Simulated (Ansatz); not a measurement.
# O on W(110): change of the work function, part 2 of 4

How does O on the hollow site change the work function of W(110) as the layer fills?

Ansatz 0.2.0; plane-wave DFT, PBE, Ansatz PAW.

So far, work function, upper face (eV): step 2 (the clean slab) 4.84.

**3. The covered slab, k-mesh 4×4×1, coverage 0.111 ML**

System of this step: W36O (O/W(110)). The cell holds 37 atoms: 36 W and 1 O. Its edges and angles: a = 8.210 Å, b = 8.210 Å, c = 26.490 Å, α = 90.0°, β = 90.0°, γ = 70.5°. Vacuum lies along c.

The clean slab as it ended is repeated in the plane and the adsorbate is set on one face; the cell's size fixes the coverage, and the k-mesh shrinks with it to keep the sampling density about even. Adsorbate and upper layers relax, since the dipole depends on the height.

File input.yaml:

```yaml
crystal:
  lattice:
    - [6.7033722855, -4.74, 0.0]
    - [6.7033722855, 4.74, 0.0]
    - [0.0, 0.0, 26.4895793065]
  atoms:
    - { symbol: W, position: [0.0, 0.0, 0.3397562451] }
    - { symbol: W, position: [0.1666666667, 0.1666666667, 0.4241085636] }
    - { symbol: W, position: [0.0, 0.0, 0.5098907966] }
    - { symbol: W, position: [0.1666666667, 0.1666666667, 0.5926466932] }
    - { symbol: W, position: [0.0, 0.3333333333, 0.3397562451] }
    - { symbol: W, position: [0.1666666667, 0.5, 0.4241085636] }
    - { symbol: W, position: [0.0, 0.3333333333, 0.5098907966] }
    - { symbol: W, position: [0.1666666667, 0.5, 0.5926466932] }
    - { symbol: W, position: [0.0, 0.6666666667, 0.3397562451] }
    - { symbol: W, position: [0.1666666667, 0.8333333333, 0.4241085636] }
    - { symbol: W, position: [0.0, 0.6666666667, 0.5098907966] }
    - { symbol: W, position: [0.1666666667, 0.8333333333, 0.5926466932] }
    - { symbol: W, position: [0.3333333333, 0.0, 0.3397562451] }
    - { symbol: W, position: [0.5, 0.1666666667, 0.4241085636] }
    - { symbol: W, position: [0.3333333333, 0.0, 0.5098907966] }
    - { symbol: W, position: [0.5, 0.1666666667, 0.5926466932] }
    - { symbol: W, position: [0.3333333333, 0.3333333333, 0.3397562451] }
    - { symbol: W, position: [0.5, 0.5, 0.4241085636] }
    - { symbol: W, position: [0.3333333333, 0.3333333333, 0.5098907966] }
    - { symbol: W, position: [0.5, 0.5, 0.5926466932] }
    - { symbol: W, position: [0.3333333333, 0.6666666667, 0.3397562451] }
    - { symbol: W, position: [0.5, 0.8333333333, 0.4241085636] }
    - { symbol: W, position: [0.3333333333, 0.6666666667, 0.5098907966] }
    - { symbol: W, position: [0.5, 0.8333333333, 0.5926466932] }
    - { symbol: W, position: [0.6666666667, 0.0, 0.3397562451] }
    - { symbol: W, position: [0.8333333333, 0.1666666667, 0.4241085636] }
    - { symbol: W, position: [0.6666666667, 0.0, 0.5098907966] }
    - { symbol: W, position: [0.8333333333, 0.1666666667, 0.5926466932] }
    - { symbol: W, position: [0.6666666667, 0.3333333333, 0.3397562451] }
    - { symbol: W, position: [0.8333333333, 0.5, 0.4241085636] }
    - { symbol: W, position: [0.6666666667, 0.3333333333, 0.5098907966] }
    - { symbol: W, position: [0.8333333333, 0.5, 0.5926466932] }
    - { symbol: W, position: [0.6666666667, 0.6666666667, 0.3397562451] }
    - { symbol: W, position: [0.8333333333, 0.8333333333, 0.4241085636] }
    - { symbol: W, position: [0.6666666667, 0.6666666667, 0.5098907966] }
    - { symbol: W, position: [0.8333333333, 0.8333333333, 0.5926466932] }
    - { symbol: O, position: [0.28, 0.28, 0.6602437549] }
kpoints:
  mp_grid: { grid: [4, 4, 1] }
hamiltonian:
  xc: pbe
scf:
  occupations: { method: fermi_dirac, width: 0.1 }
  convergence: { dr2_threshold: 1.0e-08 }
efield:
  axis: 3
  dipole_correction: true
  ramp_position: 0.97
  ramp_width: 0.06
relax:
  f_tol: 0.02
  max_steps: 60
  constraints:
    - { sites: [0, 1, 4, 5, 8, 9, 12, 13, 16, 17, 20, 21, 24, 25, 28, 29, 32, 33] }
output:
  write_potential: true
  write_density: true
  volumetric_format: npy
```

Started as:

```
$ ansatz run input.yaml --threads 4 --pin off --max-ram 16384MiB --backend cpu --events-out ev --progress --plain --runs-dir out
```

Output:

```text
[...]
Crystal: 37 atoms, lattice volume = 1683.359 Å³
Basis set: ecut = 420 eV, 32941 PW (Γ), exchange–correlation on 120×120×360 points (8 copies of the dense FFT grid, shifted against one another)
Bands: 306, of which v1, the nominal top of the filled ones, is band 255 counted from 1 (254 counted from 0)
Symmetry: 2 space group operations
[...]
k-points: 7 of 16 (time reversal used)
[...]
SCF iter   1: F=—  HF=-374396.301000 eV  |F-HF|=—  |Δ(HF+E_count)|=         —  Δρ=9.41e-3  dr2=1.81e1  ethr=1.77e-3  p=-0.166 e·Å  D=-1.79e-2 V/Å  ΔV_dip=0.47 eV  dr2_dipole=1.74e-2  V_vac-E_F(+/−)=5.53/5.05 eV  ⟨swp⟩=11.1  Hψ=11278  notcnv=0
[...]
SCF iter  11: F=-374395.478902 eV  HF=-374395.478902 eV  |F-HF|=2.62e-9  |Δ(HF+E_count)|=   7.51e-9  Δρ=1.74e-7  dr2=1.35e-9  ethr=1.96e-12  p=-0.156 e·Å  D=-1.68e-2 V/Å  ΔV_dip=0.45 eV  dr2_dipole=4.36e-15  V_vac-E_F(+/−)=5.35/4.91 eV  ⟨swp⟩=10.9  Hψ=14879  notcnv=0
SCF 1 converged in 11 iterations: F = -374395.478902 eV  dr2 = 1.35e-9
[...]
relax step   1: F+E_penalty+E_count = -374395.47890246 eV  Δ(F+E_penalty+E_count) = +0.000e0 eV  max|allowed force component| = 4.636e0 eV/Å  Δτ_max = 0.0000 Å  (11 SCF iters, accepted)
[...]
SCF iter  10: F=-374396.608698 eV  HF=-374396.608698 eV  |F-HF|=1.47e-8  |Δ(HF+E_count)|=   5.94e-9  Δρ=1.98e-7  dr2=1.16e-9  ethr=1.96e-12  p=-0.077 e·Å  D=-8.27e-3 V/Å  ΔV_dip=0.22 eV  dr2_dipole=5.44e-13  V_vac-E_F(+/−)=5.13/4.91 eV  ⟨swp⟩=11.1  Hψ=14956  notcnv=0
SCF 2 converged in 10 iterations: F = -374396.608698 eV  dr2 = 1.16e-9
relax step   2: F+E_penalty+E_count = -374396.60869826 eV  Δ(F+E_penalty+E_count) = -1.130e0 eV  max|allowed force component| = 3.260e0 eV/Å  Δτ_max = 0.1949 Å  (10 SCF iters, accepted)
SCF iter   1: F=—  HF=-374397.131246 eV  |F-HF|=—  |Δ(HF+E_count)|=         —  Δρ=3.98e-3  dr2=1.86e-1  ethr=5.82e-4  p=-0.077 e·Å  D=-8.27e-3 V/Å  ΔV_dip=0.22 eV  dr2_dipole=8.28e-3  V_vac-E_F(+/−)=5.12/4.90 eV  ⟨swp⟩=6.0  Hψ=5086  notcnv=0
[...]
SCF iter   9: F=-374397.075055 eV  HF=-374397.075055 eV  |F-HF|=1.18e-8  |Δ(HF+E_count)|=   1.01e-7  Δρ=3.77e-7  dr2=7.31e-9  ethr=1.96e-12  p=-0.011 e·Å  D=-1.18e-3 V/Å  ΔV_dip=0.03 eV  dr2_dipole=1.33e-10  V_vac-E_F(+/−)=4.94/4.91 eV  ⟨swp⟩=12.3  Hψ=16573  notcnv=0
SCF 3 converged in 9 iterations: F = -374397.075055 eV  dr2 = 7.31e-9
relax step   3: F+E_penalty+E_count = -374397.07505495 eV  Δ(F+E_penalty+E_count) = -4.664e-1 eV  max|allowed force component| = 8.284e-1 eV/Å  Δτ_max = 0.1949 Å  (9 SCF iters, accepted)
[...]
relax step   4: F+E_penalty+E_count = -374397.17000884 eV  Δ(F+E_penalty+E_count) = -9.495e-2 eV  max|allowed force component| = 3.067e-1 eV/Å  Δτ_max = 0.1937 Å  (10 SCF iters, accepted)
[...]
relax step   5: F+E_penalty+E_count = -374397.19065140 eV  Δ(F+E_penalty+E_count) = -2.064e-2 eV  max|allowed force component| = 1.667e-1 eV/Å  Δτ_max = 0.0476 Å  (9 SCF iters, accepted)
[...]
relax step   6: F+E_penalty+E_count = -374397.19588296 eV  Δ(F+E_penalty+E_count) = -5.232e-3 eV  max|allowed force component| = 4.197e-2 eV/Å  Δτ_max = 0.0389 Å  (8 SCF iters, accepted)
SCF iter   1: F=—  HF=-374397.194973 eV  |F-HF|=—  |Δ(HF+E_count)|=         —  Δρ=1.55e-4  dr2=7.03e-4  ethr=6.89e-7  p=0.014 e·Å  D=1.55e-3 V/Å  ΔV_dip=-0.04 eV  dr2_dipole=2.06e-5  V_vac-E_F(+/−)=4.86/4.90 eV  ⟨swp⟩=3.0  Hψ=4003  notcnv=0
[...]
SCF iter   7: F=-374397.196074 eV  HF=-374397.196074 eV  |F-HF|=6.75e-9  |Δ(HF+E_count)|=   2.74e-8  Δρ=1.43e-7  dr2=4.44e-10  ethr=1.96e-12  p=0.014 e·Å  D=1.50e-3 V/Å  ΔV_dip=-0.04 eV  dr2_dipole=9.22e-12  V_vac-E_F(+/−)=4.86/4.90 eV  ⟨swp⟩=10.9  Hψ=14209  notcnv=0
SCF 7 converged in 7 iterations: F = -374397.196074 eV  dr2 = 4.44e-10
relax step   7: F+E_penalty+E_count = -374397.19607393 eV  Δ(F+E_penalty+E_count) = -1.910e-4 eV  max|allowed force component| = 9.658e-3 eV/Å  Δτ_max = 0.0050 Å  (7 SCF iters, accepted)
NSCF: frozen V_eff on 7 k-points
[...]
SCF converged after 7 iterations
Free energy (F): -374397.196074 eV
[...]
Internal energy: -374396.320584 eV  (E = F + TS)
E sigma→0 (E₀):  -374396.758329 eV
Entropy (-TS):   -0.875490 eV (-23.662 meV/atom)
Fermi energy:    4.573786 eV
Dipole field:    D = 0.001506 V/Å  (p = 0.014009 e·Å, saw-weighted, corrected)
Work function:   Φ+ = 4.8632 eV   Φ− = 4.9031 eV
[...]
--- Forces (eV/Å), atoms counted from 1 ---
  atom   1  W     -0.02016146     0.00000000     0.39037700
  atom   2  W      0.07448800     0.00000000    -0.29425513
  atom   3  W      0.00406879     0.00000000    -0.00049511
  atom   4  W     -0.00342784     0.00000000     0.00184669
  atom   5  W      0.02162092    -0.03299986     0.35056822
  atom   6  W      0.02367822     0.02098229    -0.37979590
  atom   7  W     -0.00050685    -0.00294400     0.00023701
  atom   8  W     -0.00260489    -0.00093081     0.00840749
  atom   9  W     -0.00094689    -0.04514484     0.34788541
  atom  10  W      0.02633948    -0.00552544    -0.39664795
  atom  11  W      0.00678448    -0.00128427    -0.00592541
  atom  12  W      0.00665571    -0.00091740    -0.00336853
  atom  13  W      0.02162092     0.03299986     0.35056822
  atom  14  W      0.02367822    -0.02098229    -0.37979590
  atom  15  W     -0.00050685     0.00294400     0.00023701
  atom  16  W     -0.00260489     0.00093081     0.00840749
  atom  17  W     -0.01138763     0.00000000     0.37166793
  atom  18  W     -0.02312026     0.00000000    -0.26279842
  atom  19  W     -0.00206521     0.00000000    -0.00070123
  atom  20  W      0.00351311     0.00000000    -0.00463228
  atom  21  W     -0.02200365    -0.01831155     0.33872761
  atom  22  W     -0.03115656    -0.02083622    -0.38288283
  atom  23  W     -0.00920955     0.00062759     0.00057978
  atom  24  W     -0.00731435    -0.00049535     0.00007432
  atom  25  W     -0.00094689     0.04514484     0.34788541
  atom  26  W      0.02633948     0.00552544    -0.39664795
  atom  27  W      0.00678448     0.00128427    -0.00592541
  atom  28  W      0.00665571     0.00091740    -0.00336853
  atom  29  W     -0.02200365     0.01831155     0.33872761
  atom  30  W     -0.03115656     0.02083622    -0.38288283
  atom  31  W     -0.00920955    -0.00062759     0.00057978
  atom  32  W     -0.00731435     0.00049535     0.00007432
  atom  33  W      0.01392864     0.00000000     0.38503563
  atom  34  W     -0.06899850     0.00000000    -0.33729879
  atom  35  W      0.00616739     0.00000000     0.00029932
  atom  36  W     -0.00074295     0.00000000     0.00489397
  atom  37  O      0.00506877     0.00000000    -0.00965779
  max |Σ_I F_I| component: 2.99e-6 eV/Å
--- Band table (eV; the first three rows and the last of 7) ---
  k-point 0: bands = [... 251 lower, 4.2686, 4.3626, 4.3666, 4.5222, 4.5461, 5.0080, 5.0796, 5.1991, ... 47 higher]
  k-point 1: bands = [... 251 lower, 4.4052, 4.5593, 4.6148, 4.6297, 4.7043, 4.7151, 4.7944, 4.8755, ... 47 higher]
  k-point 2: bands = [... 251 lower, 4.5327, 4.5859, 4.6126, 4.6377, 4.7125, 4.7536, 4.7844, 4.8390, ... 47 higher]
  k-point 6: bands = [... 251 lower, 3.8096, 4.0887, 4.1572, 4.3644, 4.3647, 4.4110, 4.4803, 4.6307, ... 47 higher]
--- Relaxed structure (7 steps of the walk, 7 accepted, 0 SCFs on fresh bases) ---
  F+E_penalty+E_count = -374397.19607393 eV   max|allowed force component| = 9.658e-3 eV/Å
  atoms:
    - { symbol: W, position: [0.0, 0.0, 0.339756] }
    - { symbol: W, position: [0.1666666667, 0.1666666667, 0.4241085636] }
    - { symbol: W, position: [0.000288584, 0.000288584, 0.509539] }
    - { symbol: W, position: [0.163880, 0.163880, 0.593170] }
    - { symbol: W, position: [0.0, 0.3333333333, 0.339756] }
    - { symbol: W, position: [0.166667, 0.5, 0.4241085636] }
    - { symbol: W, position: [0.0007317, 0.334050, 0.510040] }
    - { symbol: W, position: [0.169020, 0.500702, 0.594759] }
    - { symbol: W, position: [0.0, 0.6666666667, 0.339756] }
    - { symbol: W, position: [0.166667, 0.8333333333, 0.4241085636] }
    - { symbol: W, position: [0.000365771, 0.667844, 0.509566] }
    - { symbol: W, position: [0.167762, 0.833642, 0.592411] }
    - { symbol: W, position: [0.3333333333, 0.0, 0.339756] }
    - { symbol: W, position: [0.5, 0.166667, 0.4241085636] }
    - { symbol: W, position: [0.334050, 0.0007317, 0.510040] }
    - { symbol: W, position: [0.500702, 0.169020, 0.594759] }
    - { symbol: W, position: [0.3333333333, 0.3333333333, 0.339756] }
    - { symbol: W, position: [0.5, 0.5, 0.4241085636] }
    - { symbol: W, position: [0.333774, 0.333774, 0.510402] }
    - { symbol: W, position: [0.506326, 0.506326, 0.591822] }
    - { symbol: W, position: [0.333333, 0.6666666667, 0.339756] }
    - { symbol: W, position: [0.500000, 0.833333, 0.4241085636] }
    - { symbol: W, position: [0.332505, 0.667370, 0.509873] }
    - { symbol: W, position: [0.501657, 0.834762, 0.592003] }
    - { symbol: W, position: [0.6666666667, 0.0, 0.339756] }
    - { symbol: W, position: [0.8333333333, 0.166667, 0.4241085636] }
    - { symbol: W, position: [0.667844, 0.000365771, 0.509566] }
    - { symbol: W, position: [0.833642, 0.167762, 0.592411] }
    - { symbol: W, position: [0.6666666667, 0.333333, 0.339756] }
    - { symbol: W, position: [0.833333, 0.500000, 0.4241085636] }
    - { symbol: W, position: [0.667370, 0.332505, 0.509873] }
    - { symbol: W, position: [0.834762, 0.501657, 0.592003] }
    - { symbol: W, position: [0.6666666667, 0.6666666667, 0.339756] }
    - { symbol: W, position: [0.8333333333, 0.8333333333, 0.4241085636] }
    - { symbol: W, position: [0.666970, 0.666970, 0.509742] }
    - { symbol: W, position: [0.834992, 0.834992, 0.592102] }
    - { symbol: O, position: [0.286631, 0.286631, 0.639712] }
```

The job ended after 22 min (4 threads of Arm Neoverse V1, shared host; peak memory 9.3 GiB).

Step by step:

```csv
step,energy less that of the first step (eV),largest force component (eV/Å)
1,0.0000,4.6365
2,-1.1298,3.2603
3,-1.5962,0.8284
4,-1.6911,0.3067
5,-1.7117,0.1667
6,-1.7170,0.0420
7,-1.7172,0.0097
```

Forces are held to the 2 operations that the program found; a distortion that breaks them can't arise in this run.

The atoms that moved most (Å):

```csv
atom,dx,dy,dz,length
O37,0.089,0.000,-0.544,0.551
W20,0.085,0.000,-0.022,0.088
W16,0.020,0.008,0.056,0.060
W8,0.020,-0.008,0.056,0.060
W4,-0.037,0.000,0.014,0.040
W32,0.021,0.001,-0.017,0.027
W24,0.021,-0.001,-0.017,0.027
W36,0.022,0.000,-0.014,0.027
```

The relaxed structure:

```cif
data_structure
_symmetry_space_group_name_H-M 'P 1'
_symmetry_Int_Tables_number 1
_cell_length_a 8.2099
_cell_length_b 8.2099
_cell_length_c 26.4896
_cell_angle_alpha 90.000
_cell_angle_beta 90.000
_cell_angle_gamma 70.529
_cell_volume 1683.36
loop_
_atom_site_label
_atom_site_type_symbol
_atom_site_fract_x
_atom_site_fract_y
_atom_site_fract_z
_atom_site_occupancy
W1 W 0.00000 0.00000 0.33976 1
W2 W 0.16667 0.16667 0.42411 1
W3 W 0.00029 0.00029 0.50954 1
W4 W 0.16388 0.16388 0.59317 1
W5 W 0.00000 0.33333 0.33976 1
W6 W 0.16667 0.50000 0.42411 1
W7 W 0.00073 0.33405 0.51004 1
W8 W 0.16902 0.50070 0.59476 1
W9 W 0.00000 0.66667 0.33976 1
W10 W 0.16667 0.83333 0.42411 1
W11 W 0.00037 0.66784 0.50957 1
W12 W 0.16776 0.83364 0.59241 1
W13 W 0.33333 0.00000 0.33976 1
W14 W 0.50000 0.16667 0.42411 1
W15 W 0.33405 0.00073 0.51004 1
W16 W 0.50070 0.16902 0.59476 1
W17 W 0.33333 0.33333 0.33976 1
W18 W 0.50000 0.50000 0.42411 1
W19 W 0.33377 0.33377 0.51040 1
W20 W 0.50633 0.50633 0.59182 1
W21 W 0.33333 0.66667 0.33976 1
W22 W 0.50000 0.83333 0.42411 1
W23 W 0.33250 0.66737 0.50987 1
W24 W 0.50166 0.83476 0.59200 1
W25 W 0.66667 0.00000 0.33976 1
W26 W 0.83333 0.16667 0.42411 1
W27 W 0.66784 0.00037 0.50957 1
W28 W 0.83364 0.16776 0.59241 1
W29 W 0.66667 0.33333 0.33976 1
W30 W 0.83333 0.50000 0.42411 1
W31 W 0.66737 0.33250 0.50987 1
W32 W 0.83476 0.50166 0.59200 1
W33 W 0.66667 0.66667 0.33976 1
W34 W 0.83333 0.83333 0.42411 1
W35 W 0.66697 0.66697 0.50974 1
W36 W 0.83499 0.83499 0.59210 1
O37 O 0.28663 0.28663 0.63971 1
```

Numbers from this step:

| Item | Value |
| --- | --- |
| energy at zero smearing | -374396.7583 eV |
| work function, upper face | 4.863 eV |
| work function, lower face | 4.903 eV |
| dipole along the normal | 0.01401 e·Å |
| step between the vacuum levels | -0.03989 eV |

Running mean over 2.234 Å of the planar mean; the ramp of the sawtooth is left out. Table of electron's electrostatic potential energy less the Fermi level by z:

z (Å), electron's electrostatic potential energy less the Fermi level (eV) and a bar from the least value:
```
        4        4.9 ##############################
        5        4.9 ##############################
        6        4.8 ##############################
        7        3.3 ###########################
        8       -5.8 ############
        9      -12.2 #
       10      -12.6 #
       11      -12.7 
       12      -12.5 #
       13      -12.6 #
       14      -12.9 
       15      -12.9 
       16      -11.9 ##
       17       -2.8 #################
       18        3.8 ############################
       19        4.8 ##############################
       20        4.9 ##############################
       21        4.9 ##############################
       22        4.9 ##############################
       23        4.9 ##############################
```

The relaxation took 7 steps and lowered the energy by 1.7 eV; the largest force on the free atoms ends at 0.0097 eV/Å.

The covered face has 4.86 eV, +0.02 eV against the clean one; the bare back face has moved by +0.00 eV, a measure of how thin the slab is.

(Continued in part 3 of 4.)

[Long decimals in the printed logs are rounded to 6 places.]

[Logs are printed without paths, hosts, clocks, repeated set-up lines and the standing remarks that a program may print on its own settings, such as how far it seeks lower states.]

[Hosts, paths, dates, database ids (printed as entryN), source tags and the programs' standing remarks are cut or masked in the printed files.]

[Maps of the electrostatic potential energy from Ansatz leave out the sawtooth potential of an applied field or a dipole correction, so their vacuum need not be flat; planar profiles and work functions include it.]
